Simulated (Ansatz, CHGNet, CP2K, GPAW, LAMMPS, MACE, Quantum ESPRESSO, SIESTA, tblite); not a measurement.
# Zn40S29Se11 with crystalline order left by the classical run (80 atoms) in tblite

Aim: run Zn40S29Se11 with crystalline order left by the classical run (80 atoms) in tblite and see how near its forces come to a plane-wave reference, and at what cost.

Program: tblite 0.8.0. Level of theory: the method is named at each step. Results are calculated unless marked as measured.

## 1. Set-up

The cell holds 80 atoms: 40 Zn, 29 S and 11 Se. Its edges and angles: a = 11.843 Å, b = 11.843 Å, c = 11.843 Å, α = 90.0°, β = 90.0°, γ = 90.0°. 80 atoms (40 Zn, 29 S, 11 Se) placed at random at 4.41 g/cm³, melted at 2500 K for 10 ps at fixed volume with the Stillinger-Weber II-VI potential (Zhou et al., Phys. Rev. B 88, 085309 (2013)). Quenched from 2500 K to 300 K at 4 K/ps and fixed volume, annealed at 800 K for 50 ps, held 5 ps.

The yardstick, on the same geometry:

| Property | Result |
| --- | --- |
| method | Kohn-Sham DFT, PBE, SSSP efficiency 1.3.0 pseudopotentials, plane waves (Quantum ESPRESSO 7.5); sssp-pbe-1.3.0-efficiency, cutoffs 45/360 Ry, Γ point |
| r.m.s. force component | 0.4211 eV/Å |
| longest force | 2.329 eV/Å |
| pressure | 0.934 GPa |
| time | 6 min on 4 MPI ranks of Arm Neoverse V2, shared host |
| CPU time | 24 min |

## 2. IPEA1-xTB

Method: IPEA1-xTB tight binding, diagonalisation.

run.py reads:

```python
import numpy as np
from ase.io import read
from tblite.ase import TBLite

atoms = read("structure.xyz")
atoms.calc = TBLite(method="IPEA1-xTB", electronic_temperature=580, accuracy=1.0, max_iterations=250, mixer_damping=0.4, verbosity=1)
energy = atoms.get_potential_energy()
forces = atoms.get_forces()
print(f"energy {energy:.6f} eV")
print("forces (eV/A)")
for i, (a, f) in enumerate(zip(atoms, forces)):
    print(f"{i:4d} {a.symbol:2s} {f[0]:10.5f} {f[1]:10.5f} {f[2]:10.5f}")
stress = -atoms.get_stress(voigt=False) * 160.21766
print("stress (GPa, compression positive)")
for row in stress:
    print(" ".join(f"{x:10.4f}" for x in row))
print("charges (e)")
print(np.array2string(atoms.get_charges(), precision=4, suppress_small=True, max_line_width=110, threshold=100000))
```

structure.xyz reads:

```xyz
80
Lattice="11.84320 0.00000 0.00000 0.00000 11.84320 0.00000 0.00000 0.00000 11.84320" Properties=species:S:1:pos:R:3 pbc="T T T"
Zn 10.41692 7.23442 5.58738
Zn 2.74644 6.37827 0.92709
Zn 5.37598 9.41937 9.14745
Zn 4.10462 11.42229 0.52098
Zn 11.69090 5.23837 2.45071
Zn 3.66239 8.15878 7.13873
Zn 6.31894 4.33283 1.29766
Zn 3.35032 11.66401 4.99996
Zn 9.57842 2.25684 1.32857
Zn 3.93988 4.98338 9.38751
Zn 1.70400 2.03679 7.73633
Zn 10.53299 3.88256 7.83605
Zn 9.39557 8.93143 8.84036
Zn 6.64451 0.80498 3.35684
Zn 1.09490 0.06561 1.53523
Zn 1.95401 10.36612 9.81576
Zn 11.35656 8.66662 0.37069
Zn 8.47203 3.83637 4.46204
Zn 0.26150 10.50681 6.85899
Zn 1.77459 5.18590 5.79085
Zn 7.44629 2.56405 9.74518
Zn 0.82275 3.41961 11.27887
Zn 6.87521 9.32001 5.65809
Zn 4.97308 0.21495 8.01382
Zn 10.85619 0.37448 9.93692
Zn 11.73981 2.10252 4.77174
Zn 8.26158 10.72828 0.49102
Zn 8.73306 0.57593 6.64996
Zn 3.22076 2.96968 2.81679
Zn 9.93455 10.59493 3.62343
Zn 8.28692 7.41337 2.44207
Zn 3.78864 1.72082 10.98836
Zn 7.20398 5.96803 7.53074
Zn 6.35577 7.16135 10.98658
Zn 5.01133 6.11701 4.24875
Zn 5.26714 3.06016 6.16841
Zn 0.69626 6.91264 9.04714
Zn 4.86732 9.19151 2.51929
Zn 1.54980 8.38996 3.69863
Zn 9.52501 5.59425 11.10489
S 9.04063 1.04161 11.25661
S 10.12866 11.12432 7.98267
S 4.30725 4.96550 2.35372
S 6.81943 1.70151 7.54483
S 6.45348 7.95401 3.68726
S 9.50512 9.27725 1.78430
S 6.57238 4.84221 5.55458
S 2.23079 2.03750 0.87758
S 7.69962 2.73838 2.55564
S 8.03632 11.18685 4.79886
S 1.19214 3.82618 3.86586
S 4.77956 10.19652 6.38017
S 7.64479 6.03150 0.67163
S 10.75351 4.09609 0.54230
S 1.56271 8.97099 8.03549
S 10.66350 7.60630 10.27090
[... 20 atom lines left out ...]
Se 8.47026 7.82385 6.84940
Se 5.46315 3.57878 10.83653
Se 2.72642 10.43658 2.93984
Se 9.74008 5.82851 3.72682
```

Command:

```
> OMP_NUM_THREADS=1 python run.py > output.txt
```

The program printed:

```text
------------------------------------------------------------
  cycle        total energy    energy error   density error
------------------------------------------------------------
      1     -176.6002208736  -1.7643101E+02   8.4705983E-01
      2     -180.5089210562  -3.9087002E+00   4.0438162E-01
      3     -181.0101446809  -5.0122362E-01   2.6838765E-01
      4     -181.1710054612  -1.6086078E-01   8.4574391E-02
      5     -181.3547999859  -1.8379452E-01   3.2895293E-02
      6     -181.3653412045  -1.0541219E-02   2.6764067E-02
      7     -181.3841752223  -1.8834018E-02   4.5300281E-03
      8     -181.3845575171  -3.8229484E-04   2.5455092E-03
      9     -181.3843532740   2.0424312E-04   3.1352737E-03
     10     -181.3845784869  -2.2521292E-04   1.0612840E-03
     11     -181.3846204377  -4.1950763E-05   1.7022008E-04
     12     -181.3846212263  -7.8866557E-07   4.0485192E-05
     13     -181.3846212130   1.3319408E-08   4.8857764E-05
     14     -181.3846212803  -6.7278279E-08   7.9072553E-06
------------------------------------------------------------
 total:                                   2.278 sec
energy -4935.726949 eV
forces (eV/A)
   0 Zn    0.08148    0.21234   -0.20218
   1 Zn    0.47880   -0.45510    0.00475
   2 Zn    0.70572    0.67997    0.57271
   3 Zn    1.76655    0.32768   -0.02919
   4 Zn   -0.18016   -0.24472   -0.06244
   5 Zn   -0.20745    0.42339   -0.21616
   6 Zn   -0.45077   -1.12586   -0.23242
   7 Zn   -0.04256   -0.32838   -0.12336
   8 Zn    0.30041   -0.61236   -0.25833
   9 Zn    0.60872    0.08802    0.04062
  10 Zn    0.04768    0.28658    0.58170
  11 Zn    0.05666   -0.33607   -0.00445
  12 Zn   -0.49900    0.56912   -0.15232
  13 Zn    0.00325   -0.63927   -0.07009
  14 Zn   -0.04840   -0.36502   -0.48531
  15 Zn   -0.26964    0.66140   -0.06414
  16 Zn   -0.35007    0.30258    0.31543
  17 Zn   -0.02822    0.59561    0.30122
  18 Zn   -0.31406   -0.10183   -1.03012
  19 Zn    0.19516   -0.02939   -0.53631
  20 Zn   -0.27891   -1.32863    0.34398
  21 Zn   -0.13147   -0.24721   -0.08337
  22 Zn    0.26748   -0.03870   -0.70351
  23 Zn    0.90900   -0.35232    1.23447
[...]
72 Se   -0.05290   -1.00444    0.13276
  73 Se   -0.75386   -0.64516   -0.34528
  74 Se    0.59424    0.27376   -0.28010
  75 Se    0.10492    0.33753    0.19609
  76 Se   -0.15541    1.02556    0.13274
  77 Se   -0.57359   -0.07087    0.08272
  78 Se    0.25357    0.03345   -0.20036
  79 Se   -0.32166    0.32577    0.04829
stress (GPa, compression positive)
   -2.9937     1.0681    -1.4280
    1.0681    -3.2414     1.4688
   -1.4280     1.4688    -3.1680
charges (e)
[ 0.215   0.2314  0.2438  0.2372  0.2458  0.2544  0.2552  0.2505  0.2499  0.2033  0.247   0.2348  0.2298
  0.2631  0.2338  0.2755  0.2672  0.2565  0.2684  0.2269  0.2346  0.2569  0.2509  0.2568  0.2678  0.2524
  0.2629  0.2701  0.2619  0.2504  0.26    0.2337  0.2287  0.2496  0.2655  0.2423  0.235   0.2513  0.2487
  0.2516 -0.3096 -0.2668 -0.2814 -0.298  -0.2911 -0.2839 -0.2861 -0.2608 -0.2552 -0.2676 -0.3027 -0.2586
 -0.2712 -0.2841 -0.2855 -0.2986 -0.2862 -0.2846 -0.329  -0.3091 -0.2834 -0.1278 -0.4328 -0.2696 -0.2686
 -0.2829 -0.2914 -0.2871 -0.3196 -0.1614 -0.1632  0.044  -0.1774 -0.1896 -0.1585 -0.1637 -0.151  -0.1961
 -0.1466 -0.1834]
```

Wall time 2.8 s (1 thread of Arm Neoverse V2, shared host); peak memory 0.13 GiB.

Banners, paths, timers and routine set-up lines are dropped from the logs unmarked, and long logs keep their key lines alone; longer cuts are marked.

Compared with the plane-wave run:

```
r.m.s. force component                  : 0.503 eV/Å
r.m.s. difference of force components   : 174.9 meV/Å
longest difference of force vectors     : 867.9 meV/Å
force difference over r.m.s. force      : 41.53 %
slope of forces against the reference's : 1.127
correlation of force components         : 0.9436
pressure                                : -3.134 GPa
pressure difference                     : -4.068 GPa
```

Length of the force difference by element (eV/Å):

```
element  atoms  mean  most
      S     29  0.19  0.86
     Se     11  0.15  0.78
     Zn     40  0.32  0.87
```

The surroundings of S63, which has 1 bonded neighbour where the commonest count for S is 4, nearest first, numbered as they follow in the input and with coordinates relative to it.

```
atom      x      y      z  distance (Å)  bonds  Mulliken charge (e)     Fx     Fy  Fz (eV/Å)
 S63   0.00   0.00   0.00          0.00      1                -0.43  -2.20   0.51      -0.74
Zn24  -1.12   0.08  -2.47          2.71      4                 0.26   0.91  -0.35       1.23
 Zn4  -1.99  -0.56   1.89          2.79      2                 0.24   1.77   0.33      -0.03
Zn32  -2.30   1.58   0.51          2.84      3                 0.23   1.53  -0.16       0.20
Zn21   1.36   2.43  -0.73          2.87      4                 0.23  -0.28  -1.33       0.34
 Zn3  -0.71  -2.56  -1.33          2.98      3                 0.24   0.71   0.68       0.57
Se74   1.51  -2.69  -0.08          3.09      4                -0.19  -0.75  -0.65      -0.35
Zn27   2.17  -1.25   1.86          3.12      4                 0.26  -1.05   0.67      -1.22
 S41   2.95   0.90   0.78          3.18      4                -0.31  -0.49  -0.19       0.05
 S59   0.16  -1.01   3.08          3.24      4                -0.33  -0.79   0.56       0.36
 S62  -2.31  -2.39   0.48          3.36      4                -0.13   0.96  -0.61       0.28
 S44   0.73   1.56  -2.93          3.40      4                -0.30  -0.86  -0.14      -0.06
 S67  -3.19   0.54  -1.33          3.50      4                -0.29   0.40  -0.81      -0.41
Se78  -0.63   3.44   0.36          3.51      4                -0.20  -0.57  -0.07       0.08
```

Atoms are counted from 1 here, from 0 in the log.

Forces lie 42 % from the reference's, at 0.0019 times its CPU time (on 1 against 4 cores).

## 3. GFN1-xTB

Method: GFN1-xTB tight binding, diagonalisation.

run.py: that of step 2 with these lines changed.

```diff
@@ -5,3 +5,3 @@
 atoms = read("structure.xyz")
-atoms.calc = TBLite(method="IPEA1-xTB", electronic_temperature=580, accuracy=1.0, max_iterations=250, mixer_damping=0.4, verbosity=1)
+atoms.calc = TBLite(method="GFN1-xTB", electronic_temperature=580, accuracy=1.0, max_iterations=250, mixer_damping=0.4, verbosity=1)
 energy = atoms.get_potential_energy()
```

structure.xyz is that of step 2.

The program printed:

```text
------------------------------------------------------------
  cycle        total energy    energy error   density error
------------------------------------------------------------
      1     -176.0209720842  -1.7565883E+02   7.0228232E-01
      2     -176.1155692105  -9.4597126E-02   3.8656235E-01
      3     -176.2926322844  -1.7706307E-01   3.2115994E-01
[...]
15     -179.5504611501  -3.5205119E-08   3.4329289E-05
     16     -179.5504611683  -1.8149564E-08   1.2990009E-05
------------------------------------------------------------
 total:                                   3.264 sec
energy -4885.816910 eV
forces (eV/A)
   0 Zn    0.09447    0.12329   -0.26877
   1 Zn   -0.02012   -0.48473    0.00842
   2 Zn    0.91102    0.43357    0.19403
[...]
78 Se    0.12785    0.06739   -0.26371
  79 Se   -0.20110    0.14387    0.00516
stress (GPa, compression positive)
    6.4331     0.6525    -0.9263
    0.6525     6.3467     1.0046
   -0.9263     1.0046     6.3303
charges (e)
[ 0.1412  0.1631  0.1738  0.1791  0.2109  0.2278  0.2133  0.2165  0.2286  0.0915  0.2188  0.19    0.1698
  0.2465  0.1577  0.2786  0.2488  0.2141  0.2575  0.1751  0.1585  0.2281  0.2109  0.2167  0.2659  0.2176
  0.2228  0.2564  0.2428  0.2288  0.236   0.1931  0.1605  0.1724  0.2504  0.207   0.1638  0.1982  0.2207
  0.2129 -0.262  -0.2505 -0.2573 -0.2553 -0.2689 -0.251  -0.2589 -0.2355 -0.2407 -0.2562 -0.2794 -0.2313
 -0.2532 -0.2603 -0.2559 -0.2726 -0.2631 -0.2562 -0.27   -0.2857 -0.2581 -0.1331 -0.3062 -0.2545 -0.2532
 -0.2713 -0.2532 -0.2659 -0.2915 -0.0911 -0.0846  0.0744 -0.0937 -0.071  -0.0908 -0.0913 -0.084  -0.0999
 -0.0828 -0.1008]
```

It took 3.8 s on 1 thread; peak memory 0.13 GiB.

Against the reference:

| Quantity | Value |
| --- | --- |
| r.m.s. force component | 0.3655 eV/Å |
| r.m.s. difference of force components | 219.1 meV/Å |
| longest difference of force vectors | 1765 meV/Å |
| force difference over r.m.s. force | 52.04 % |
| slope of forces against the reference's | 0.7414 |
| correlation of force components | 0.854 |
| pressure | 6.37 GPa |
| pressure difference | 5.436 GPa |

Against the first run (42 %), the force difference from the reference is 52 %, at 1.4 times the CPU time.

## 4. The ladder

Differences are against the plane-wave reference, forces as r.m.s. over components; share is that over the reference's r.m.s. force, slope the least-squares factor from reference forces to these. Total energies of different programs have different zeros and aren't compared.

```
             run  Δ force, r.m.s. (meV/Å)  share (%)  slope  Δ pressure (GPa)  cores  CPU time  memory (GiB)
       reference                        -          -      -                 -      4    24 min           4.5
tblite IPEA1-xTB                      175       41.5  1.127             -4.07      1     2.8 s          0.13
 tblite GFN1-xTB                      219       52.0  0.741              5.44      1     3.8 s          0.13
```

CPU time is summed over cores on a shared host, where runs went side by side, so it is rough. Symmetry, cutoffs, thresholds, outputs and thread counts weren't matched or tuned between programs; memory under MPI is the largest rank's times the ranks.

## 5. Summary of results

```yaml
nearest_in_forces: tblite IPEA1-xTB, 42 %
its_cpu_time: 2.8 s
```

**Reading.** Tight binding differs by 42 % (tblite IPEA1-xTB) to 52 % (tblite GFN1-xTB); it is another model, with fitted parameters of its own, and the xTB methods hold dispersion. IPEA1-xTB was fitted to ionisation energies and electron affinities, not to forces or charges. Of the electronic-structure runs that take under half the reference's CPU time, tblite IPEA1-xTB comes nearest, at 42 % in 2.8 s against 24 min; its pressure misses by -4.1 GPa. Periodic xTB results under one method name differ between programs and library versions. The reference's pressure holds the uncorrected Pulay stress of its 45 Ry basis, so small pressure differences, and their order, may be the reference's own error. The quench rate of 4 K/ps is many orders above laboratory rates, so the cell is likely richer in defects and strain than a real sample. The network of bonds at the start is that of the classical potential that made the cell, and needn't be the one that DFT or experiment would give. The electronic-structure runs sample only Γ, in a cell whose shortest periodic width is 12 Å.

[Also dropped from logs without a mark: logging warnings of Python, and SIESTA's first energy breakdown and zero terms.]

[Logs are printed without paths, hosts, clocks, repeated set-up lines and the standing remarks that a program may print on its own settings, such as how far it seeks lower states.]

[Hosts, paths, dates, database ids (printed as entryN), source tags and the programs' standing remarks are cut or masked in the printed files.]
